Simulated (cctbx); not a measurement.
**Reading a Patterson map**

Space group C2/c (no. 15), a = 11.5200 Å, b = 4.5480 Å, c = 5.0530 Å, α = 90.00°, β = 97.58°, γ = 90.00°, content Mn20 N8.

The data are simulated with cctbx, not measured: Cu Kα, λ = 1.54184 Å, to d = 0.83 Å, 80 % of the full sphere, strongest reflection 40000 counts, noise from counting, a 1.5 % proportional error and a noise floor of 15 counts (s.d.); no absorption, some extinction.

Patterson synthesis from sharpened amplitudes, origin scaled to 1000:

```text
Patterson group C 1 2/m 1
      u       v       w   height  length (A)
  0.000   0.000   0.000   1000.0     0.00
  0.000   0.178   0.500    395.1     2.65
  0.226   0.000   0.049    332.5     2.59
  0.128   0.500   0.881    328.3     2.82
  0.102   0.500   0.169    320.3     2.65
  0.173   0.000   0.781    283.5     2.40
  0.132   0.333   0.399    153.5     2.81
  0.228   0.167   0.560    147.8     3.74
  0.215   0.000   0.352    139.8     2.86
  0.104   0.352   0.660    133.3     2.74
  0.046   0.500   0.918    131.1     2.38
  0.116   0.264   0.840     92.5     2.04
  0.098   0.109   0.361     86.7     2.08
  0.016   0.378   0.162     82.5     1.90
```

Q: Assign the vectors.

A peak at u stands for all pairs with xi − xj = u, with weight Σ ZiZj against Σ Z² = 12892 at the origin. Peak heights follow these weights only roughly, since form factors, motion and series ripples differ, all vectors within 0.55 Å of a peak are counted as merged into it though the farther ones add only part of their weight, and F(000) is left out, which lowers the whole map:

| u | v | w | shortest length (Å) | height | 1000 ΣZiZj/ΣZ² | pairs in the cell |
| --- | --- | --- | --- | --- | --- | --- |
| 0.000 | 0.178 | 0.500 | 2.65 | 395 | 485 | 10 × Mn–Mn |
| 0.226 | 0.000 | 0.049 | 2.58 | 332 | 388 | 8 × Mn–Mn |
| 0.128 | 0.500 | 0.881 | 2.82 | 328 | 388 | 8 × Mn–Mn |
| 0.102 | 0.500 | 0.169 | 2.65 | 320 | 388 | 8 × Mn–Mn |
| 0.173 | 0.000 | 0.781 | 2.40 | 284 | 388 | 8 × Mn–Mn |
| 0.132 | 0.333 | 0.399 | 2.80 | 154 | 194 | 4 × Mn–Mn |
| 0.228 | 0.167 | 0.560 | 3.68 | 148 | 194 | 4 × Mn–Mn |
| 0.215 | 0.000 | 0.352 | 2.85 | 140 | 194 | 4 × Mn–Mn |
| 0.104 | 0.352 | 0.660 | 2.74 | 133 | 194 | 4 × Mn–Mn |
| 0.046 | 0.500 | 0.918 | 2.38 | 131 | 194 | 4 × Mn–Mn |

The table stops at ten peaks or at a height of 45, below which ripples compete. In the model behind the data Mn, the heaviest element, has 3 independent sites: (0, 0.4198, 3/4), (0.2252, 0.4009, 0.7992) and (0.0981, 0.9157, 0.9185), up to an allowed shift of origin; the Mn–Mn vectors are differences of these positions and their symmetry mates. The whole model:

```csv
atom,mult.,x,y,z,Ueq (Å²)
Mn1,4,0,0.4198,3/4,0.0208
Mn2,8,0.2252,0.4009,0.7992,0.0213
Mn3,8,0.0981,0.9157,0.9185,0.0217
N1,8,0.1149,0.7016,0.5711,0.0254
```

The model is made up (kin elements in a known structure type, no relaxation), so it says nothing on whether the phase exists.

[Logs are printed without paths, hosts, clocks, repeated set-up lines and the standing remarks that a program may print on its own settings, such as how far it seeks lower states.]
